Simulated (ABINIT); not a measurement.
# Be3N2 (P6_3/mmc): changed settings of a GW run in ABINIT

Aim: change inputs of a GW run on Be3N2 (P6_3/mmc) and see what moves.

Calculated with ABINIT 10.8.3; LDA and many-body steps on it, plane waves.

Most raw output is cut from this account.

## (1) The structure

The structure is hexagonal, space group P6_3/mmc (No. 194). Conventional cell: a = 2.842 Å, b = 2.842 Å, c = 9.747 Å, α = 90.00°, β = 90.00°, γ = 120.00°. Nearest to Be lie 4 N at 1.67 to 1.81 Å. Nearest to Be lie 3 N at 1.64 Å. Nearest to N lie 6 Be at 1.81 Å. N has 5 Be at 1.64 to 1.67 Å nearest. Farther neighbours and most contacts between anions are not listed.

Structure file:

```cif
data_structure
_symmetry_space_group_name_H-M 'P 1'
_symmetry_Int_Tables_number 1
_cell_length_a 2.8417
_cell_length_b 2.8417
_cell_length_c 9.7468
_cell_angle_alpha 90.000
_cell_angle_beta 90.000
_cell_angle_gamma 120.000
_cell_volume 68.16
loop_
_atom_site_label
_atom_site_type_symbol
_atom_site_fract_x
_atom_site_fract_y
_atom_site_fract_z
_atom_site_occupancy
Be1 Be 0.33333 0.66667 0.07849 1
Be2 Be 0.66667 0.33333 0.57849 1
Be3 Be 0.66667 0.33333 0.92151 1
Be4 Be 0.33333 0.66667 0.42151 1
Be5 Be 0.00000 0.00000 0.25000 1
Be6 Be 0.00000 0.00000 0.75000 1
N7 N 0.00000 0.00000 0.00000 1
N8 N 0.00000 0.00000 0.50000 1
N9 N 0.33333 0.66667 0.25000 1
N10 N 0.66667 0.33333 0.75000 1
```

The cell and positions are those that the Materials Project relaxed with its own functionals (PBE, PBE+U or r2SCAN), kept fixed.

## (2) Screening, 3×3×1 mesh, 116 bands, screening to 152.4 eV

This step: ABINIT 10.8.3; RPA screening on LDA, plane waves, norm-conserving pseudopotentials.

The RPA dielectric matrix is built and inverted for each q.

Contents of run.abi:

```
acell 3*1.0 Angstrom
rprim 
  2.841679226310 0.000000000023 0.000000000000
  -1.420839613175 2.460966399380 0.000000000000
  0.000000000000 0.000000000000 9.746841010000
ntypat 2
znucl 4 7
natom 10
typat 1 1 1 1 1 1 2 2 2 2
xred 
  0.333333333333 0.666666666667 0.078485970000
  0.666666666667 0.333333333333 0.578485970000
  0.666666666667 0.333333333333 0.921514030000
  0.333333333333 0.666666666667 0.421514030000
  0.000000000000 0.000000000000 0.250000000000
  0.000000000000 0.000000000000 0.750000000000
  0.000000000000 0.000000000000 0.000000000000
  0.000000000000 0.000000000000 0.500000000000
  0.333333333333 0.666666666667 0.250000000000
  0.666666666667 0.333333333333 0.750000000000
pp_dirpath "pseudos"
pseudos "Be.upf, N.upf"
ecut 38
ngkpt 3 3 1
nshiftk 1
shiftk 0 0 0
kptopt 1
chksymbreak 0
istwfk *1
occopt 1
irdwfk 1
optdriver 3
nband 116
ecuteps 5.6
inclvkb 2
awtr 1
symchi 1
indata_prefix "in"
outdata_prefix "out"
tmpdata_prefix "tmp"
```

The run is started by

```sh
> OMP_NUM_THREADS=1 mpirun -n 4 abinit run.abi > log
```

Elapsed: 9.7 s, on 4 MPI ranks of Arm Neoverse V2, shared host; peak memory 0.64 GiB.

This step gave:

```
ε∞ with local fields, on this mesh, along the program's q direction : 5.055
the same without local fields                                       : 5.485
plasma frequency                                                    : 29.83 eV
plane waves in the screening matrix                                 : 277
```

Local fields lower ε∞ by 8 %. On a Γ-centred mesh this coarse the value itself is usually too large, while a short band sum pulls it down.

## (3) Base

The self-energy is evaluated for the states that the input lists, and the levels follow from it, in one-shot runs by the linearised quasiparticle equation.

This step: G0W0 on LDA, plane waves, norm-conserving pseudopotentials.

run.abi: that of step 2 with these lines changed.

```diff
@@ -31,8 +31,17 @@
 irdwfk 1
-optdriver 3
+optdriver 4
 nband 116
+gwcalctyp 0
+ecutsigx 38
+symsigma 1
+nkptgw 2
+kptgw 
+  0.0000000000 0.0000000000 0.0000000000
+  0.3333333333 0.0000000000 0.0000000000
+bdgw 
+  21 24
+  21 24
 ecuteps 5.6
-inclvkb 2
-awtr 1
-symchi 1
+irdscr 1
+ppmodel 1
 indata_prefix "in"
```

The job ended after 5.7 s (4 MPI ranks; peak memory 0.56 GiB; 22 s of CPU time).

Numbers from this step:

- G0W0 gap on the points computed: 6.224 eV
- starting gap on the mesh: 4.608 eV
- k of the valence top: 0, 0, 0
- k of the conduction bottom: 0.3333, 0, 0
- Z at the valence top: 0.806
- Z at the conduction bottom: 0.837
- least direct G0W0 gap on the computed points: 7.397 eV

The gap on the mesh goes from 4.61 eV to 6.22 eV, a correction of +1.62 eV.

## (4) Coulomb singularity

run.abi: that of step 3 with these lines changed.

```diff
@@ -46,2 +46,3 @@
 ppmodel 1
+gw_icutcoul 3
 indata_prefix "in"
```

Elapsed: 5.7 s, on 4 MPI ranks; peak memory 0.56 GiB; 22 s of CPU time.

This step gave:

* G0W0 gap on the points computed: 6.134 eV
* starting gap on the mesh: 4.608 eV
* k of the valence top: 0, 0, 0
* k of the conduction bottom: 0.3333, 0, 0
* Z at the valence top: 0.813
* Z at the conduction bottom: 0.845
* least direct G0W0 gap on the computed points: 7.308 eV

Against G0W0 in ABINIT (3×3×1 mesh, 116 bands, screening to 152.4 eV, Godby-Needs plasmon pole), the gap moves by −0.090 eV.

## (5) Side by side

Times are wall times on 4 MPI ranks of Arm Neoverse V2, shared host, good to a factor of about two. A run's time includes the screening step that it read.

```csv
run,mesh,bands,screening cutoff (eV),DFT gap (eV),gap on the mesh (eV),direct (eV),ε∞ used,time
base,3×3×1,116,152.4,4.608,6.224,7.397,5.05,15 s
Coulomb singularity,3×3×1,116,152.4,4.608,6.134,7.308,5.05,15 s
```

## (6) What came out

| Item | Value |
| --- | --- |
| base | 6.224 eV |
| Coulomb singularity | 6.134 eV |
| known limits | not at the basis limit; coarse k mesh |

Coulomb singularity: −0.090 eV against base (keys changed: gw_icutcoul). Bands and cutoff are finite, so the gap is not at the basis limit. The miss can reach some tenths of an eV and take either sign; the mesh is an error of its own. In the G0W0 runs levels were corrected at 2 k points alone, so a gap called «on the mesh» is the least over those, and an edge elsewhere would be missed. The 3×3×1 mesh is coarse for this cell, which bears on the long-range parts of exchange and screening.

[Paths, hosts, dates, memory and timing lines, banners, echoed tables and standing remarks are left out of the program output.]

[Logs are printed without paths, hosts, clocks, repeated set-up lines and the standing remarks that a program may print on its own settings, such as how far it seeks lower states.]

[Runs of the session that timed out or met a known fault of the program may be left out.]

[Hosts, paths, dates, database ids (printed as entryN), source tags and the programs' standing remarks are cut or masked in the printed files.]

[G0W0 gaps are taken among the corrected bands and points alone; a level outside them can change the order at an edge.]

[Where Ansatz stands beside ABINIT at settings called matched, ABINIT's density can come from a denser mesh and the files from another edition; pairs whose starting gaps differed by over 0.03 eV were left out, so agreement reads better than it is.]
